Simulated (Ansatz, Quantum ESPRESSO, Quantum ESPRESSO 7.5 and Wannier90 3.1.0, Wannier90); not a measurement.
# armchair graphene ribbon, 5 dimer lines: Wannier functions and conductance

How many channels does the wire offer, and does a small Wannier basis get them right? The wire: armchair graphene ribbon, 5 dimer lines.

Calculated with Quantum ESPRESSO 7.5 and Wannier90 3.1.0; plane-wave DFT, PBE, GBRV ultrasoft pseudopotentials (cross-check by Ansatz 0.2.0 with PAW datasets).

Report form: the programs' logs are mostly left out.

### Step 1. Starting point

The cell holds 14 atoms: 10 C and 4 H. Its edges and angles: a = 14.807 Å, b = 9.000 Å, c = 4.260 Å, α = 90.0°, β = 90.0°, γ = 90.0°. It derives from C. Vacuum lies along a and b. The structure's axis is c.

### Step 2. Ground state

scf.in

```
&control
  prefix = 'scf'
  outdir = './out'
  pseudo_dir = './pseudo'
  calculation = 'scf'
  tprnfor = .true.
/
&system
  ibrav = 0
  nat = 14
  ntyp = 2
  ecutwfc = 34
  ecutrho = 170
  occupations = 'smearing'
  smearing = 'mv'
  degauss = 0.005
/
&electrons
  conv_thr = 1e-07
  mixing_beta = 0.4
  electron_maxstep = 120
  mixing_mode = 'local-TF'
/
ATOMIC_SPECIES
  C   12.0110  c_pbe_v1.2.uspp.F.UPF
  H   1.0080  h_pbe_v1.4.uspp.F.UPF
CELL_PARAMETERS angstrom
  14.80695967374569 0.00000000000000 0.00000000000000
  0.00000000000000 9.00000000000000 0.00000000000000
  0.00000000000000 0.00000000000000 4.26000000000000
ATOMIC_POSITIONS crystal
  C   -0.083052571000 0.000000000000 0.000000000000
  C   0.083052571000 0.000000000000 0.000000000000
  H   -0.229856764000 0.000000000000 0.038732394400
  H   0.229856764000 0.000000000000 0.038732394400
  C   -0.166105143000 0.000000000000 0.166666666700
  C   0.000000000000 0.000000000000 0.166666666700
  C   0.166105143000 0.000000000000 0.166666666700
  C   -0.166105143000 0.000000000000 0.500000000000
  C   0.000000000000 0.000000000000 0.500000000000
  C   0.166105143000 0.000000000000 0.500000000000
  H   -0.229856764000 0.000000000000 0.627934272300
  H   0.229856764000 0.000000000000 0.627934272300
  C   -0.083052571000 0.000000000000 0.666666666700
  C   0.083052571000 0.000000000000 0.666666666700
K_POINTS automatic
  1 1 16 0 0 0
```

On the command line:

```sh
$ OMP_NUM_THREADS=1 mpirun -n 2 pw.x -nk 1 -in scf.in > scf.out
```

Wall time 1.8 min (2 MPI ranks of Arm Neoverse N1, shared host); peak memory 0.29 GiB.

This step gave:

```
free energy  : -1626.2174 eV
Fermi energy : -1.998 eV
```

The program's own clock; routines nest. Time by routine:

```
     routine  wall time (s)  calls
       PWSCF          108.7      1
   electrons          103.8      1
     c_bands          74.59     16
     cegterg          72.73    144
       h_psi          58.31    682
        fftw          51.86  23240
    vloc_psi          48.25    682
    sum_band          14.07     16
     mix_rho          11.16     16
      calbec           7.07    862
        ffts           5.41   1556
h_psi:calbec           4.92    682
  add_vuspsi            4.9    682
       s_psi           4.65    682
```

The run needed 16 iterations to bring the estimated error under 1e-07 Ry; the largest force on any atom, held or free, is 2.28 eV/Å.

### Step 3. Full uniform mesh without symmetry

Wannier90 needs the states on a whole uniform mesh, listed point by point, without symmetry.

nscf.in, as its differences from the input of step 2:

```diff
@@ -1,7 +1,6 @@
 &control
-  prefix = 'scf'
+  prefix = 'nscf'
   outdir = './out'
   pseudo_dir = './pseudo'
-  calculation = 'scf'
-  tprnfor = .true.
+  calculation = 'nscf'
 /
@@ -16,5 +15,8 @@
   degauss = 0.005
+  nosym = .true.
+  noinv = .true.
+  nbnd = 38
 /
 &electrons
-  conv_thr = 1e-07
+  conv_thr = 1e-09
   mixing_beta = 0.4
@@ -22,2 +24,3 @@
   mixing_mode = 'local-TF'
+  diago_full_acc = .true.
 /
@@ -45,3 +48,11 @@
   C   0.083052571000 0.000000000000 0.666666666700
-K_POINTS automatic
-  1 1 16 0 0 0
+K_POINTS crystal
+8
+  0.0000000000 0.0000000000 0.0000000000 0.125
+  0.0000000000 0.0000000000 0.1250000000 0.125
+  0.0000000000 0.0000000000 0.2500000000 0.125
+  0.0000000000 0.0000000000 0.3750000000 0.125
+  0.0000000000 0.0000000000 0.5000000000 0.125
+  0.0000000000 0.0000000000 0.6250000000 0.125
+  0.0000000000 0.0000000000 0.7500000000 0.125
+  0.0000000000 0.0000000000 0.8750000000 0.125
```

On the command line:

```sh
$ cp -r out/scf.save out/nscf.save
$ cp out/scf.xml out/nscf.xml
$ OMP_NUM_THREADS=1 mpirun -n 2 pw.x -nk 1 -in nscf.in > nscf.out
```

It took 83 s on 2 MPI ranks; peak memory 0.19 GiB; 2.4 min of CPU time.

The program's own clock; routines nest. Time by routine:

| routine | wall time (s) | calls |
| --- | --- | --- |
| PWSCF | 82.26 | 1 |
| electrons | 81.55 | 1 |
| c_bands | 81.55 | 1 |
| cegterg | 78.85 | 33 |
| h_psi | 54.88 | 587 |
| vloc_psi | 45.6 | 587 |
| fftw | 41.41 | 18560 |
| h_psi:calbec | 4.63 | 587 |
| calbec | 4.62 | 587 |
| add_vuspsi | 4.32 | 587 |
| s_psi | 4.26 | 587 |
| cdiaghg | 1.43 | 554 |
| init_run | 0.53 | 1 |
| g_psi | 0.46 | 546 |

### Step 4. Neighbour list from wannier90 -pp

The .win file sets projections and windows: states in the frozen window are kept exactly, the outer window gives room to disentangle.

wan.win

```
num_wann = 10
num_bands = 38
num_iter = 200
num_print_cycles = 20
conv_tol = 1e-8
conv_window = 5
guiding_centres = true
dis_num_iter = 1500
dis_conv_tol = 1e-8
dis_win_min = -10.9982
dis_win_max = 10.0018
dis_froz_max = -1.1982
dis_froz_min = -3.9982
search_shells = 120
fermi_energy = -1.9982

transport = true
transport_mode = bulk
one_dim_axis = z
dist_cutoff = 16.94
dist_cutoff_mode = one_dim
tran_win_min = -4.0
tran_win_max = 2.0
tran_energy_step = 0.02

bands_plot = true
bands_num_points = 96
begin kpoint_path
G 0.0 0.0 0.0 Z 0.0 0.0 0.5
end kpoint_path

begin projections
C:py
end projections

begin unit_cell_cart
ang
  14.8069596737 0.0000000000 0.0000000000
  0.0000000000 9.0000000000 0.0000000000
  0.0000000000 0.0000000000 4.2600000000
end unit_cell_cart

begin atoms_frac
  C  -0.0830525710 0.0000000000 0.0000000000
  C  0.0830525710 0.0000000000 0.0000000000
  H  -0.2298567640 0.0000000000 0.0387323944
  H  0.2298567640 0.0000000000 0.0387323944
  C  -0.1661051430 0.0000000000 0.1666666667
  C  0.0000000000 0.0000000000 0.1666666667
  C  0.1661051430 0.0000000000 0.1666666667
  C  -0.1661051430 0.0000000000 0.5000000000
  C  0.0000000000 0.0000000000 0.5000000000
  C  0.1661051430 0.0000000000 0.5000000000
  H  -0.2298567640 0.0000000000 0.6279342723
  H  0.2298567640 0.0000000000 0.6279342723
  C  -0.0830525710 0.0000000000 0.6666666667
  C  0.0830525710 0.0000000000 0.6666666667
end atoms_frac

mp_grid = 1 1 8
begin kpoints
  0.0 0.0 0.0000000000
  0.0 0.0 0.1250000000
  0.0 0.0 0.2500000000
  0.0 0.0 0.3750000000
  0.0 0.0 0.5000000000
  0.0 0.0 0.6250000000
  0.0 0.0 0.7500000000
  0.0 0.0 0.8750000000
end kpoints
```

On the command line:

```sh
$ OMP_NUM_THREADS=1 wannier90.x -pp wan > wan.pp.log
```

Wall time 0.55 s (1 MPI rank); peak memory 0.08 GiB.

### Step 5. Overlaps and projections

pw2wannier90.x computes the overlaps between neighbouring k-points and the projections.

wan.p2w.in

```
&inputpp
  prefix = 'nscf'
  outdir = './out'
  seedname = 'wan'
  write_mmn = .true.
  write_amn = .true.
  write_unk = .false.
/
```

On the command line:

```sh
$ OMP_NUM_THREADS=1 mpirun -n 2 pw2wannier90.x -in wan.p2w.in > wan.p2w.out
```

It took 19 s on 2 MPI ranks; peak memory 0.16 GiB; 33 s of CPU time.

### Step 6. Wannier functions and transport

After disentangling and localising, transport_mode = bulk builds principal layers from hoppings within dist_cutoff and counts open channels.

wan.win is that of step 4.

On the command line:

```sh
$ OMP_NUM_THREADS=1 wannier90.x wan > wan.run.log
```

Wall time 9.1 s (1 MPI rank); peak memory 0.08 GiB.

This step gave:

```
lead channels at the Fermi level, one spin                                        : 3.34e-6
total spread                                                                      : 23.02 Å²
gauge-invariant spread                                                            : 20.15 Å²
largest misfit to plane-wave levels between mesh points, inside the frozen window : 0.006071 eV
```

Per spin. Table of quantum conductance of the perfect wire, open channels by energy, zero at the Fermi level:

```
energy (eV)  quantum conductance of the perfect wire, open channels
     -4.000                                                       2
     -3.800                                                    2.00
     -3.600                                                       2
     -3.400                                                       2
     -3.200                                                       2
     -3.000                                                       2
     -2.800                                                    3.00
     -2.600                                                       3
     -2.400                                                       2
     -2.200                                                       2
     -2.000                                                       2
     -1.800                                                       2
     -1.600                                                       1
     -1.400                                                       1
     -1.200                                                       1
     -1.020                                                       1
     -0.800                                                       1
     -0.600                                                       1
     -0.400                                                       1
     -0.200                                                  1.3e-4
      0.000                                                  3.3e-6
      0.200                                                   1.000
      0.400                                                       1
      0.600                                                       1
      0.800                                                       1
      1.000                                                       1
      1.200                                                       1
      1.400                                                    2.00
      1.600                                                    2.01
      1.800                                                       3
      2.000                                                       3
```

Wannier functions:

```
no.    x (Å)      y (Å)    z (Å)  spread (Å²)
  1   -1.086  -0.007178  -0.3152        2.374
  2    1.088  -0.007311  -0.3233        2.392
  3   -2.467   -6.10e-4   0.6444        1.455
  4  0.00393   -0.01049   0.5142        2.671
  5    2.467   -6.55e-4   0.6443        1.455
  6   -2.461   -8.25e-4    2.195        1.407
  7  0.01028      3.237    3.551        6.192
  8    2.461   -8.79e-4    2.195        1.407
  9  -0.7012  -0.005465    2.582        1.828
 10   0.6947  -0.005457    2.576        1.835
```

The electronic bands at the labelled points (eV, zero at the Fermi level; v1 is the highest filled band, c1 the lowest empty one):

```csv
point,v4,v3,v2,v1,c1,c2,c3,c4
Γ,-5.30,-2.83,-1.71,-0.22,0.13,1.37,2.90,3.64
halfway,-4.90,-3.34,-2.64,-2.00,1.74,2.24,3.08,4.06
Z,-5.31,-3.78,-3.71,-2.42,1.61,3.38,3.48,4.77
```

Bands and channels are those of the Wannier model: bands that were not projected, and all outside the frozen window, are missing or only approximate.

Disentanglement stopped at its cap on iterations, so these spreads are not final.

At least 1 of the functions sits far from every atom, off the bonds: the outer window has let in states of the vacuum, so the basis is not the atomic one that was projected.

### Step 7. Neighbour list from wannier90 -pp, with dist_cutoff = 9.37

How much does a setting matter? One run is repeated with a change.

wan_w.win, as its differences from the input of step 6:

```diff
@@ -19,3 +19,3 @@
 one_dim_axis = z
-dist_cutoff = 16.94
+dist_cutoff = 9.37
 dist_cutoff_mode = one_dim
```

On the command line:

```sh
$ OMP_NUM_THREADS=1 wannier90.x -pp wan_w > wan_w.pp.log
```

Wall time 0.53 s (1 MPI rank); peak memory 0.09 GiB.

### Step 8. Overlaps and projections

The follow-up step for that run.

wan_w.p2w.in

```
&inputpp
  prefix = 'nscf'
  outdir = './out'
  seedname = 'wan_w'
  write_mmn = .true.
  write_amn = .true.
  write_unk = .false.
/
```

On the command line:

```sh
$ OMP_NUM_THREADS=1 mpirun -n 2 pw2wannier90.x -in wan_w.p2w.in > wan_w.p2w.out
```

Wall time 19 s (2 MPI ranks); peak memory 0.16 GiB.

### Step 9. Wannier functions and transport, with dist_cutoff = 9.37

wan_w.win, as its differences from the input of step 6:

```diff
@@ -19,3 +19,3 @@
 one_dim_axis = z
-dist_cutoff = 16.94
+dist_cutoff = 9.37
 dist_cutoff_mode = one_dim
```

On the command line:

```sh
$ OMP_NUM_THREADS=1 wannier90.x wan_w > wan_w.run.log
```

Run time: 7 s. Hardware: 1 MPI rank; peak memory 0.09 GiB.

The total spread is 23.0 against 23.0 Å². Between −2 and 0.8 eV the channel count differs from the first run's at 1 % of the energies, and at the Fermi level it is 0 against 0. Spreads don't depend on this cutoff; only the transport does.

### Step 10. Cross-check with Ansatz

As a check, the same structure is run in Ansatz.

Level of this step: plane-wave DFT, PBE, Ansatz PAW (Ansatz 0.2.0).

input.yaml

```yaml
crystal:
  lattice:
    - [14.8069596737, 0.0, 0.0]
    - [0.0, 9.0, 0.0]
    - [0.0, 0.0, 4.26]
  atoms:
    - { symbol: C, position: [-0.083052571, 0.0, 0.0] }
    - { symbol: C, position: [0.083052571, 0.0, 0.0] }
    - { symbol: H, position: [-0.229856764, 0.0, 0.0387323944] }
    - { symbol: H, position: [0.229856764, 0.0, 0.0387323944] }
    - { symbol: C, position: [-0.166105143, 0.0, 0.1666666667] }
    - { symbol: C, position: [0.0, 0.0, 0.1666666667] }
    - { symbol: C, position: [0.166105143, 0.0, 0.1666666667] }
    - { symbol: C, position: [-0.166105143, 0.0, 0.5] }
    - { symbol: C, position: [0.0, 0.0, 0.5] }
    - { symbol: C, position: [0.166105143, 0.0, 0.5] }
    - { symbol: H, position: [-0.229856764, 0.0, 0.6279342723] }
    - { symbol: H, position: [0.229856764, 0.0, 0.6279342723] }
    - { symbol: C, position: [-0.083052571, 0.0, 0.6666666667] }
    - { symbol: C, position: [0.083052571, 0.0, 0.6666666667] }
kpoints:
  mp_grid: { grid: [1, 1, 16] }
hamiltonian:
  xc: pbe
scf:
  occupations: { method: fermi_dirac, width: 0.05 }
  convergence: { dr2_threshold: 1.0e-08 }
output:
  transmission:
    leads: [[0, 0]]
    e_range: [-4.0, 2.0]
    de: 0.05
    kmesh: [1, 1]
    reduced_basis: true
```

On the command line:

```sh
$ ansatz run input.yaml --threads 2 --pin off --max-ram 4096MiB --backend cpu --events-out ev --progress --plain --runs-dir out
```

The job ended after 11 min (2 threads; peak memory 0.87 GiB).

Read from the output:

```
free energy                                : -2572.3924 eV
energy at zero smearing                    : -2572.3916 eV
smearing term TS                           : 0.001688 eV
Fermi energy                               : -2.031 eV
symmetry operations                        : 8
lead channels at the Fermi level, one spin : 0
```

Per spin. The open channels by energy, zero at the Fermi level:

energy (eV), open channels and a bar:
```
  -4.0000       4.00 ##############################
  -3.7500       3.00 ######################
  -3.5000       2.00 ###############
  -3.2500       2.00 ###############
  -3.0000       2.00 ###############
  -2.7500       3.00 ######################
  -2.5000       3.00 ######################
  -2.2500       2.00 ###############
  -2.0000       2.00 ###############
  -1.7500       2.00 ###############
  -1.5000       1.00 ########
  -1.2500       1.00 ########
  -1.0000       1.00 ########
  -0.7500       1.00 ########
  -0.5000       1.00 ########
  -0.2500       1.00 ########
   0.0000       0.00 
   0.2500       1.00 ########
   0.5000       1.00 ########
   0.7500       1.00 ########
   1.0000       1.00 ########
   1.2500       1.00 ########
   1.5000       2.00 ###############
   1.7500       3.00 ######################
   2.0000       3.00 ######################
```

### Step 11. Outcome

```yaml
open_channels_at_the_fermi_level_per_spin: 0
gap_in_the_conductance_to_one_step_of_the_energy_grid: 0.34 eV
total_spread: 23.0 Å²
gauge_invariant_spread: 20.2 Å²
largest_band_misfit_in_the_frozen_window: 0.00607 eV
channels_at_the_fermi_level_by_ansatz: 0
```

What this shows: The wire has no channel at the Fermi level: its conductance has a gap of 0.34 eV. Between -2 and 0.8 eV the channel count from Wannier functions equals that from Ansatz's layer matching at 95 % of the energies; outside the frozen window the Wannier bands are not held to the plane-wave ones. Each plane-wave level in the frozen window has a Wannier level within 0.01 eV; this test doesn't see extra bands that a model may add. Disentanglement stopped at its cap on iterations, so the spreads are not final; the frozen states are kept all the same. At least one function lies in the vacuum, so the spreads don't describe atomic orbitals, though the frozen bands are still reproduced. The wire is perfect, so the conductance only counts bands: each channel, with its partner of the other spin, carries G₀ = 2e²/h. It was run without spin polarisation, which was not tested. It is as built, with forces up to 2.3 eV/Å; relaxing the bonds would move the band edges.

[Logs are printed without paths, hosts, clocks, repeated set-up lines and the standing remarks that a program may print on its own settings, such as how far it seeks lower states.]

[Hosts, paths, dates, database ids (printed as entryN), source tags and the programs' standing remarks are cut or masked in the printed files.]

[Maps of the electrostatic potential energy from Ansatz leave out the sawtooth potential of an applied field or a dipole correction, so their vacuum need not be flat; planar profiles and work functions include it.]
